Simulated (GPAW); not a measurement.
**NiS2 (Pnnm): the Ni K absorption edge**

Aim: the near-edge shape at the Ni K edge of NiS2 (Pnnm), and what the core hole does to it.

Calculated with GPAW 26.7.0; X-ray absorption from dipole matrix elements to empty bands, plane-wave PAW LDA.

## (1) The structure

The structure is orthorhombic, space group Pnnm (No. 58). Conventional cell: a = 4.612 Å, b = 5.703 Å, c = 3.564 Å, α = 90.00°, β = 90.00°, γ = 90.00°. Ni has 6 S at 2.37 to 2.40 Å nearest. Nearest to S lie 1 S at 2.08 Å and 3 Ni at 2.37 to 2.40 Å. Farther neighbours and most contacts between anions are not listed.

Coordinates:

```
Ni S
1.0
     4.61226    0.00000    0.00000
     0.00000    5.70340    0.00000
     0.00000    0.00000    3.56422
Ni S
2 4
Direct
  0.00000 0.00000 0.00000
  0.50000 0.50000 0.50000
  0.32050 0.89002 0.50000
  0.17950 0.39002 0.00000
  0.82050 0.60998 0.00000
  0.67950 0.10998 0.50000
```

## (2) Ground state of the crystal

A plain self-consistent run shows whether there is a gap and which moments survive; both decide the set-up of the core-hole run.

Input file scf.py:

```python
import numpy as np
from ase import Atoms
from ase.parallel import parprint, paropen
from gpaw import GPAW, PW, FermiDirac, Mixer, MixerDif, setup_paths
from gpaw.test import gen
setup_paths.insert(0, '.')
gen('Ni', name='nch1s', xcname='LDA', corehole=(1, 0, 0), write_xml=True)
from gpaw.mpi import world
world.barrier()

atoms = Atoms('Ni2S4',
    cell=[[4.61226221, 0, 0],
     [0, 5.70340001, 0],
     [0, 0, 3.56422082]],
    scaled_positions=[[0, 0, 0],
     [0.5, 0.5, 0.5],
     [0.32050009, 0.89002037, 0.5],
     [0.17949991, 0.39002037, 0],
     [0.82050009, 0.60997963, 0],
     [0.67949991, 0.10997963, 0.5]],
    magmoms=[2.0, -2.0, 0.0, 0.0, 0.0, 0.0],
    pbc=True)
atoms.calc = calc = GPAW(legacy_gpaw=True, mode=PW(430, force_complex_dtype=True), xc='LDA', setups={0: 'nch1s'},
    kpts={'size': (4, 3, 5), 'gamma': True}, occupations=FermiDirac(0.05),
    charge=0, mixer=MixerDif(0.05, 8, 50), maxiter=150,
    convergence={'density': 0.0001, 'eigenstates': 1e-6}, txt='scf.txt')
energy = atoms.get_potential_energy() + calc.get_reference_energy()
ef = calc.get_fermi_level()
out = dict(energy=energy, fermi=ef, forces=atoms.get_forces().tolist(), magmoms=atoms.get_magnetic_moments().tolist())
parprint(f'all-electron energy {energy:.4f} eV, Fermi level {ef:.4f} eV')
ev = np.array([[calc.get_eigenvalues(k, s) for k in range(len(calc.get_ibz_k_points()))] for s in range(calc.get_number_of_spins())])
out['homo'], out['lumo'], out['counts'] = ev[ev < ef].max(), ev[ev > ef].min(), sorted(set((ev < ef).sum((0, 2)).tolist()))
out['filled'] = (ev[:, 0] < ef).sum(1).tolist()
import json
with paropen('out.json', 'w') as f:
    json.dump(out, f)
```

Launch:

```console
$ OMP_NUM_THREADS=1 mpirun -n 4 gpaw python scf.py
```

Numbers of over 12 decimals in the logs are rounded to 6 here.

The log of the run:

```text
Input parameters:
  convergence: {density: 0.0001,
                eigenstates: 1e-06}
  kpts: {gamma: True,
         size: (4, 3, 5)}
  maxiter: 150
  mixer: {backend: pulay,
          beta: 0.05,
          method: difference,
          nmaxold: 8,
          weight: 50}
  mode: {ecut: 430.0,
         force_complex_dtype: True,
         name: pw}
  occupations: {fixmagmom: False,
                name: fermi-dirac,
                width: 0.05}
  setups: {0: nch1s}

Initialize ...

[... PAW data sets ...]

Reference energy: -125899.527513  # eV

Spin-polarized calculation.
Initial magnetic moment: 0.000000

[... convergence settings ...]
Symmetries present (total): 4
  [... symmetry matrices ...]

60 k-points: 4 x 3 x 5 Monkhorst-Pack grid + [1/8,0.000000,0.000000]
21 k-points in the irreducible part of the Brillouin zone
       k-points in crystal coordinates                weights
   0:     0.00000000    0.00000000    0.00000000          1/60
   1:     0.00000000    0.00000000    0.20000000          2/60
   2:     0.00000000    0.00000000    0.40000000          2/60
   3:     0.00000000    0.33333333    0.00000000          2/60
   4:     0.00000000    0.33333333    0.20000000          4/60
   5:     0.00000000    0.33333333    0.40000000          4/60
   6:     0.25000000   -0.33333333    0.00000000          2/60
   7:     0.25000000   -0.33333333    0.20000000          4/60
   8:     0.25000000   -0.33333333    0.40000000          4/60
   9:     0.25000000    0.00000000    0.00000000          2/60
          ...
  20:     0.50000000    0.33333333    0.40000000          4/60

Wave functions: Plane wave expansion
  Cutoff energy: 430.000 eV
  Number of coefficients (min, max): 1878, 1916
  Pulay-stress correction: 0.000000 eV/Ang^3 (de/decut=0.000000)
  Using FFTW library
  Wavefunction extrapolation:
    Improved wavefunction reuse through dual PAW basis

Occupation numbers: Fermi-Dirac:
  width: 0.0500  # eV

Eigensolver
   Davidson(niter=2)

Densities:
  Coarse grid: 24*28*18 grid
  Fine grid: 48*56*36 grid
  Total Charge: 0.000000

Density mixing:
  Method: difference
  Backend: pulay
  Linear mixing parameter: 0.05
  old densities: 8
  Width of damping distribution: 1.1
  Damping of long wavelength oscillations: 50

[... Hamiltonian set-up ...]
Number of atoms: 6
Number of atomic orbitals: 40
Number of bands in calculation: 38
Number of valence electrons: 56
Bands to converge: occupied

... initialized

Initializing position-dependent things.

Density initialized from atomic densities
Creating initial wave functions:
  38 bands from LCAO basis set

Positions:
   0 Ni     0.000000    0.000000    0.000000    ( 0.0000,  0.0000,  2.0000)
   1 Ni     2.306131    2.851700    1.782110    ( 0.0000,  0.0000, -2.0000)
   2 S      1.478230    5.076142    1.782110    ( 0.0000,  0.0000,  0.0000)
   3 S      0.827901    2.224442    0.000000    ( 0.0000,  0.0000,  0.0000)
   4 S      3.784362    3.478958    0.000000    ( 0.0000,  0.0000,  0.0000)
   5 S      3.134032    0.627258    1.782110    ( 0.0000,  0.0000,  0.0000)

Unit cell:
           periodic     x           y           z      points  spacing
  1. axis:    yes    4.612262    0.000000    0.000000    24     0.1922
  2. axis:    yes    0.000000    5.703400    0.000000    28     0.2037
  3. axis:    yes    0.000000    0.000000    3.564221    18     0.1980

  Lengths:   4.612262   5.703400   3.564221
  Angles:   90.000000  90.000000  90.000000

Effective grid spacing dv^(1/3) = 0.1979

iter:   1   -38.355015                   -0.0000
iter:   2   -38.232172   -0.48  -1.32    +0.0000
iter:   3   -37.635438   -0.77  -1.36    +0.0000
iter:   4   -37.533282   -1.91  -1.48    +0.0000
iter:   5   -37.435642   -2.36  -1.51    +0.0000
iter:   6   -37.380473   -2.91  -2.05    -0.0000
iter:   7   -37.391254   -3.89  -2.19    -0.0000
iter:   8   -37.358431   -2.68  -2.15    -0.0000
iter:   9   -37.357823   -4.31  -2.59    -0.0000
iter:  10   -37.363976c  -3.48  -2.62    -0.0000
iter:  11   -37.356784c  -3.70  -2.54    -0.0000
iter:  12   -37.356770c  -5.06  -3.53    -0.0000
iter:  13   -37.356658c  -5.84  -3.60    -0.0000
iter:  14   -37.356679c  -6.10c -3.94    -0.0000
iter:  15   -37.356667c  -6.82c -3.89    +0.0000
iter:  16   -37.356661c  -7.10c -4.02c   +0.0000

Converged after 16 iterations.

Dipole moment: (-0.000000, 0.000000, -0.000000) |e|*Ang

Total magnetic moment: (0.000000, 0.000000, 0.000000)
Local magnetic moments:
   0 Ni ( 0.000000,  0.000000,  0.000566)
   1 Ni ( 0.000000,  0.000000, -0.000566)
   2 S  ( 0.000000,  0.000000,  0.000008)
   3 S  ( 0.000000,  0.000000, -0.000008)
   4 S  ( 0.000000,  0.000000, -0.000008)
   5 S  ( 0.000000,  0.000000,  0.000008)

Energy contributions relative to reference atoms: (reference = -125899.527513)

Kinetic:        +20.858666
Potential:      -17.005173
External:        +0.000000
XC:             -41.539024
Entropy (-ST):   -0.035144
Local:           +0.346442
SIC:             +0.000000
--------------------------
Free energy:    -37.374233
Extrapolated:   -37.356661

Spin contamination: 0.000704 electrons
Showing only first 2 kpts
                      Up                     Down
 Kpt  Band  Eigenvalues  Occupancy  Eigenvalues  Occupancy
  0    26      6.91874    0.99986      6.91874    0.99986
  0    27      8.68397    0.00000      8.68397    0.00000
  0    28      8.93627    0.00000      8.93627    0.00000
  0    29      8.94335    0.00000      8.94335    0.00000

  1    26      7.00768    0.99919      7.00768    0.99919
  1    27      7.79142    0.00019      7.79142    0.00019
  1    28      7.98495    0.00000      7.98495    0.00000
  1    29      8.45251    0.00000      8.45251    0.00000

Fermi level: 7.36349

No gap
No difference between direct/indirect transitions

Forces in eV/Ang:
  0 Ni    0.00000    0.00000    0.00000
  1 Ni    0.00000    0.00000    0.00000
  2 S    -0.36297   -0.10916    0.00000
  3 S     0.36297   -0.10917    0.00000
  4 S    -0.36297    0.10917    0.00000
  5 S     0.36297    0.10916    0.00000
Scalar-relativistic atomic LDA calculation for Ni (Nickel, Z=28)
Core hole in 1s state (1s occupation: 2.0)
600 radial gridpoints.
|------------------------------------------------|
|------------------------------------------------|
[... the atom generator's iteration count ...]

Energy contributions:
-------------------------
Kinetic:    +1537.751258
XC:           -60.699976
Potential:  -2994.820198
-------------------------
Total:      -1517.768916

state      eigenvalue         ekin         rmax
-----------------------------------------------
1s^2.0 :  -301.035028   388.934024        0.035
2s^2.0 :   -35.997604    72.392377        0.205
2p^6.0 :   -31.023259    70.728959        0.165
3s^2.0 :    -4.059448    15.962886        0.640
3p^6.0 :    -2.618967    14.035345        0.646
3d^8.0 :    -0.335915     8.991402        0.627
4s^2.0 :    -0.215280     1.327822        2.220
4p^0.0 :    -0.049170     0.563687        3.144
-----------------------------------------------
(units: Bohr and Hartree)

Generating PAW setup
Kinetic energy of the core from tauc = 1391.507298
Cutoffs:
rc(s)=2.200
rc(p)=2.280
rc(d)=2.150
rc(vbar)=2.220
rc(comp)=2.180
rc(nct)=2.280

Kinetic energy of the core states: 1378.952329
Charge: 0.0
Core electrons: 12.0
Valence electrons: 16.0
Pseudo-core charge: 0.043714
Shape function alpha=2.104
Pseudo-electron charge 4.284307
state    eigenvalue         norm
--------------------------------
4s(2) :    -0.215280     1.060160
*s    :     0.784720
3p(6) :    -2.618967     0.052480
4p(0) :    -0.049170     1.003908
3d(8) :    -0.335915     0.225674
*d    :     0.664085
--------------------------------

Diagonalizing with gridspacing h=0.050

state   all-electron     PAW
-------------------------------
4s:      -0.215280    -0.215531
3p:      -2.618967    -2.619713
3d:      -0.335915    -0.336667
*f:                    0.071842
-------------------------------
all-electron energy -125936.8842 eV, Fermi level 7.3635 eV
```

It took 16 s on 4 MPI ranks of Intel Xeon 6975P-C (Granite Rapids), shared host; peak memory 0.26 GiB; 64 s of CPU time.

The mesh shows no gap, so the system is treated as a metal and the core electron is put at the Fermi level (neutral cell).

## (3) Spectrum without a core hole, Ni atom 1

Without a hole the spectrum is the empty density of states of the right symmetry on the absorber, weighted by matrix elements. It needs only the small cell and serves as the baseline. The data set with a hole of occupation 0 only carries the core orbital.

The absorber has 2 S at 2.37 Å and 4 S at 2.40 Å (octahedral, site symmetry 2/m).

Input file xas.py:

```python
import numpy as np
from ase import Atoms
from ase.parallel import parprint, paropen
from gpaw import GPAW, PW, FermiDirac, Mixer, MixerDif, setup_paths
from gpaw.test import gen
setup_paths.insert(0, '.')
gen('Ni', name='nch1s', xcname='LDA', corehole=(1, 0, 0), write_xml=True)
from gpaw.mpi import world
world.barrier()

atoms = Atoms('Ni2S4',
    cell=[[4.61226221, 0, 0],
     [0, 5.70340001, 0],
     [0, 0, 3.56422082]],
    scaled_positions=[[0, 0, 0],
     [0.5, 0.5, 0.5],
     [0.32050009, 0.89002037, 0.5],
     [0.17949991, 0.39002037, 0],
     [0.82050009, 0.60997963, 0],
     [0.67949991, 0.10997963, 0.5]],
    magmoms=[2.0, -2.0, 0.0, 0.0, 0.0, 0.0],
    pbc=True)
atoms.calc = calc = GPAW(legacy_gpaw=True, mode=PW(430, force_complex_dtype=True), xc='LDA', setups={0: 'nch1s'},
    kpts={'size': (5, 4, 7), 'gamma': True}, occupations=FermiDirac(0.1),
    charge=0, mixer=MixerDif(0.05, 8, 50), maxiter=150,
    convergence={'density': 0.0001, 'eigenstates': 1e-6}, txt='scf.txt')
energy = atoms.get_potential_energy() + calc.get_reference_energy()
ef = calc.get_fermi_level()
out = dict(energy=energy, fermi=ef, forces=atoms.get_forces().tolist(), magmoms=atoms.get_magnetic_moments().tolist())
parprint(f'all-electron energy {energy:.4f} eV, Fermi level {ef:.4f} eV')
ev = np.array([[calc.get_eigenvalues(k, s) for k in range(len(calc.get_ibz_k_points()))] for s in range(calc.get_number_of_spins())])
out['homo'], out['lumo'], out['counts'] = ev[ev < ef].max(), ev[ev > ef].min(), sorted(set((ev < ef).sum((0, 2)).tolist()))
out['filled'] = (ev[:, 0] < ef).sum(1).tolist()

from ase.units import Ha
from gpaw.xas import dipole_matrix_elements
nb = int(calc.get_number_of_electrons() / 2) + 69
top, nb = nb, nb + 8 + nb // 12
nscf = calc.fixed_density(kpts={'size': (4, 3, 5), 'gamma': True}, nbands=nb,
    convergence={'bands': top, 'eigenstates': 5e-3}, maxiter=60, txt='nscf.txt')
cell = atoms.cell.array
ops = [cell.T @ U.T @ np.linalg.inv(cell.T) for U in nscf.wfs.kd.symmetry.op_scc]
E = np.arange(-25, 34, 0.1)
fwhm = np.interp(E, [4, 25], [1.44, 3.5])
Y, X, zero, highest = 0, 0, 1e9, 1e9
for spin in range(nscf.get_number_of_spins()):
    wfs = nscf.wfs
    mine = wfs.bd.get_slice()  # this rank's bands
    A = dipole_matrix_elements(wfs.setups[0])
    eps = np.zeros((wfs.kd.nibzkpts, nb))
    d = np.zeros((3, A.shape[1], wfs.kd.nibzkpts, nb), complex)
    for kpt in wfs.kpt_u:
        if kpt.s == spin and 0 in kpt.P_ani:
            eps[kpt.k, mine] = kpt.eps_n * Ha
            d[:, :, kpt.k, mine] = (kpt.weight * wfs.nspins / 2) ** 0.5 * np.inner(A, kpt.P_ani[0])
    world.sum(eps)
    world.sum(d)
    T = np.einsum('amkn,bmkn->abkn', d, d.conj()).real
    T = sum(np.einsum('ai,ijkn,bj->abkn', R, T, R) for R in ops) / len(ops)
    empty = eps > ef
    zero, highest = min(zero, eps[empty].min()), min(highest, eps[:, top - 1].min())
    lines = [(eps, T, empty)] if spin == 0 else lines + [(eps, T, empty)]
for eps, T, empty in lines:
    f = np.einsum('aakn->akn', T).reshape(3, -1)
    x = eps.ravel() - zero
    w = np.interp(x, E, fwhm) / 2.35482
    g = np.exp(-0.5 * ((E[:, None] - x) / w) ** 2) / (w * (2 * np.pi) ** 0.5)
    Y = Y + (f * empty.ravel()) @ g.T
    X = X + (f * ~empty.ravel()) @ g.T
out.update(E=E.round(2).tolist(), xas=Y.tolist(), xes=X.tolist(), zero=zero, valid=highest - zero, nk=len(eps), nb=nb)
for i in range(0, len(E), 10):
    parprint(f'{E[i]:7.2f}', *(f'{v:10.3e}' for v in Y[:, i]))
import json
with paropen('out.json', 'w') as f:
    json.dump(out, f)
```

Launch:

```console
$ OMP_NUM_THREADS=1 mpirun -n 4 gpaw python xas.py
```

The log of the run:

```text
Input parameters:
  convergence: {density: 0.0001,
                eigenstates: 1e-06}
  kpts: {gamma: True,
         size: (5, 4, 7)}
  maxiter: 150
  mixer: {backend: pulay,
          beta: 0.05,
          method: difference,
          nmaxold: 8,
          weight: 50}
  mode: {ecut: 430.0,
         force_complex_dtype: True,
         name: pw}
  occupations: {fixmagmom: False,
                name: fermi-dirac,
[...]
4s:      -0.215280    -0.215531
3p:      -2.618967    -2.619713
3d:      -0.335915    -0.336667
*f:                    0.071842
-------------------------------
all-electron energy -125936.8859 eV, Fermi level 7.3490 eV
 -25.00 4.487e-254 4.237e-254 5.027e-254
 -24.00 2.579e-244 2.511e-244 2.863e-244
 -23.00 9.479e-235 9.491e-235 1.039e-234
 -22.00 2.231e-225 2.290e-225 2.401e-225
[...]
32.00  3.743e-07  4.110e-07  3.235e-07
  33.00  3.727e-07  3.888e-07  3.339e-07
[key lines of the parts left out:]
Converged after 14 iterations.
Dipole moment: (-0.000000, -0.000000, -0.000000) |e|*Ang
Free energy:    -37.434513
Fermi level: 7.34903
```

Run time: 40 s. Hardware: 4 MPI ranks; peak memory 0.38 GiB; 2.7 min of CPU time.

The Ni K spectrum, Ni atom 1, no core hole (energy from the lowest empty level; intensity scaled to a mean of 1 over the first 20 eV; polarised curves are means over the symmetry-equivalent atoms):

```csv
E (eV),isotropic,ε ∥ x,ε ∥ y,ε ∥ z
-2.00,0.00,0.00,0.00,0.00
-1.25,0.01,0.01,0.01,0.01
-0.50,0.05,0.05,0.05,0.06
0.25,0.14,0.12,0.14,0.15
1.00,0.14,0.13,0.13,0.15
1.75,0.13,0.18,0.10,0.13
2.50,0.11,0.15,0.07,0.10
3.25,0.06,0.09,0.04,0.06
4.00,0.17,0.22,0.14,0.15
4.75,0.44,0.48,0.50,0.33
5.50,0.86,0.85,0.99,0.73
6.25,1.41,1.39,1.29,1.56
7.00,1.78,1.72,1.37,2.24
7.75,1.63,1.58,1.36,1.96
8.50,1.38,1.40,1.48,1.25
9.25,1.29,1.38,1.57,0.92
10.00,1.24,1.44,1.44,0.85
10.75,1.18,1.37,1.30,0.86
11.50,1.14,1.25,1.20,0.95
12.25,1.13,1.16,1.13,1.10
13.00,1.13,1.08,1.05,1.25
13.75,1.13,1.00,1.02,1.38
14.50,1.15,0.97,1.06,1.43
15.25,1.19,1.02,1.17,1.38
16.00,1.25,1.17,1.31,1.27
16.75,1.32,1.35,1.40,1.22
17.50,1.35,1.43,1.38,1.24
18.25,1.36,1.42,1.32,1.32
19.00,1.38,1.39,1.31,1.44
19.75,1.41,1.35,1.33,1.54
20.50,1.38,1.29,1.32,1.54
21.25,1.32,1.26,1.27,1.42
22.00,1.27,1.28,1.25,1.28
22.75,1.28,1.33,1.29,1.20
23.50,1.30,1.37,1.34,1.18
24.25,1.28,1.37,1.33,1.14
25.00,1.22,1.31,1.27,1.10
25.75,1.16,1.20,1.18,1.09
26.50,1.11,1.08,1.12,1.13
27.25,1.10,0.99,1.10,1.21
28.00,1.12,0.96,1.12,1.27
28.75,1.13,0.97,1.14,1.28
29.50,1.12,0.99,1.15,1.22
30.25,1.10,1.02,1.16,1.12
31.00,1.08,1.05,1.17,1.01
31.75,1.07,1.08,1.19,0.94
```

Main maxima below 30 eV (height): 0.6 eV (0.15), 7.1 eV (1.79), 19.8 eV (1.41), 23.6 eV (1.30) and 28.9 eV (1.13). A K edge sees empty p states. The first eV above the zero hold little dipole weight, as the lowest empty bands are of d character; the main edge, of 4p character, rises through 0.6 near 5 eV above the zero.

The same matrix elements for filled bands give the Ni K emission of Ni atom 1 (ground-state approximation; energy from the lowest empty level, largest value 1):

```csv
E (eV),emission
-24.00,0.00
-23.25,0.00
-22.50,0.00
-21.75,0.00
-21.00,0.00
-20.25,0.00
-19.50,0.00
-18.75,0.00
-18.00,0.00
-17.25,0.01
-16.50,0.07
-15.75,0.13
-15.00,0.06
-14.25,0.01
-13.50,0.03
-12.75,0.17
-12.00,0.27
-11.25,0.12
-10.50,0.01
-9.75,0.00
-9.00,0.01
-8.25,0.07
-7.50,0.27
-6.75,0.40
-6.00,0.47
-5.25,0.61
-4.50,0.72
-3.75,0.92
-3.00,0.95
-2.25,0.65
-1.50,0.45
-0.75,0.24
0.00,0.11
0.75,0.03
1.50,0.00
2.25,0.00
3.00,0.00
```

Emission maxima: -15.8 eV (0.13), -12.2 eV (0.27) and -3.4 eV (1.00).

## (4) Reference energy of the supercell

The photon energy needs a difference of total energies, so the cell and mesh of the coming hole run are first run without a hole.

Edit scf.py of step 2 so:

```diff
@@ -10,16 +10,22 @@
 
-atoms = Atoms('Ni2S4',
-    cell=[[4.61226221, 0, 0],
-     [0, 5.70340001, 0],
-     [0, 0, 3.56422082]],
+atoms = Atoms('Ni4S8',
+    cell=[[-4.61226221, 0, -3.56422082],
+     [4.61226221, 0, -3.56422082],
+     [0, -5.70340001, -3.56422082]],
     scaled_positions=[[0, 0, 0],
-     [0.5, 0.5, 0.5],
-     [0.32050009, 0.89002037, 0.5],
-     [0.17949991, 0.39002037, 0],
-     [0.82050009, 0.60997963, 0],
-     [0.67949991, 0.10997963, 0.5]],
-    magmoms=[2.0, -2.0, 0.0, 0.0, 0.0, 0.0],
+     [0.5, 0.5, 0],
+     [0.75, 0.25, 0.5],
+     [0.25, 0.75, 0.5],
+     [0.03476014, 0.35526023, 0.10997963],
+     [0.53476014, 0.85526023, 0.10997963],
+     [0.10526023, 0.28476014, 0.60997963],
+     [0.60526023, 0.78476014, 0.60997963],
+     [0.89473977, 0.71523986, 0.39002037],
+     [0.39473977, 0.21523986, 0.39002037],
+     [0.46523986, 0.14473977, 0.89002037],
+     [0.96523986, 0.64473977, 0.89002037]],
+    magmoms=[2.0, 2.0, -2.0, -2.0, 0.0, 0.0, 0.0, 0.0, 0.0, 0.0, 0.0, 0.0],
     pbc=True)
 atoms.calc = calc = GPAW(legacy_gpaw=True, mode=PW(430, force_complex_dtype=True), xc='LDA', setups={0: 'nch1s'},
-    kpts={'size': (4, 3, 5), 'gamma': True}, occupations=FermiDirac(0.05),
+    kpts={'size': (3, 3, 3), 'gamma': True}, occupations=FermiDirac(0.1),
     charge=0, mixer=MixerDif(0.05, 8, 50), maxiter=150,
```

Launch:

```console
$ OMP_NUM_THREADS=1 mpirun -n 4 gpaw python scf.py
```

The log of the run:

```text
Input parameters:
  convergence: {density: 0.0001,
                eigenstates: 1e-06}
  kpts: {gamma: True,
         size: (3, 3, 3)}
  maxiter: 150
  mixer: {backend: pulay,
          beta: 0.05,
          method: difference,
          nmaxold: 8,
          weight: 50}
  mode: {ecut: 430.0,
         force_complex_dtype: True,
         name: pw}
  occupations: {fixmagmom: False,
                name: fermi-dirac,
[...]
<dir> UserWarning: Initial realspace grid (28,28,35) inconsistent with symmetries.
  warnings.warn(
<dir> UserWarning: Using symmetrized grid: (35,35,35).

  warnings.warn('Using symmetrized grid: ({},{},{}).\n'.format(*N_c))
<dir> UserWarning: Initial realspace grid (28,28,35) inconsistent with symmetries.
  warnings.warn(
<dir> UserWarning: Using symmetrized grid: (35,35,35).

  warnings.warn('Using symmetrized grid: ({},{},{}).\n'.format(*N_c))
all-electron energy -251873.6969 eV, Fermi level 7.3900 eV
[key lines of the parts left out:]
Converged after 24 iterations.
Dipole moment: (-0.000000, -0.000000, -0.000000) |e|*Ang
Free energy:    -74.799874
Fermi level: 7.39001
```

Elapsed: 57 s, on 4 MPI ranks; peak memory 0.34 GiB.

Reference energy: -251873.697 eV with the cores included.

(Continued in part 2 of 2.)

[Banner, clock and machine lines of the logs are left out without a mark of their own.]

[Logs are printed without paths, hosts, clocks, repeated set-up lines and the standing remarks that a program may print on its own settings, such as how far it seeks lower states.]

[Hosts, paths, dates, database ids (printed as entryN), source tags and the programs' standing remarks are cut or masked in the printed files.]

[Lists of maxima count a maximum above −3 eV only where it reaches 4 % of the highest in the window and stands out from its surroundings by 2 % of it (1.5 % where it reaches 55 %); shoulders and weaker maxima are passed over, and of the rest the first, up to two pre-edge ones and the few strongest are named.]
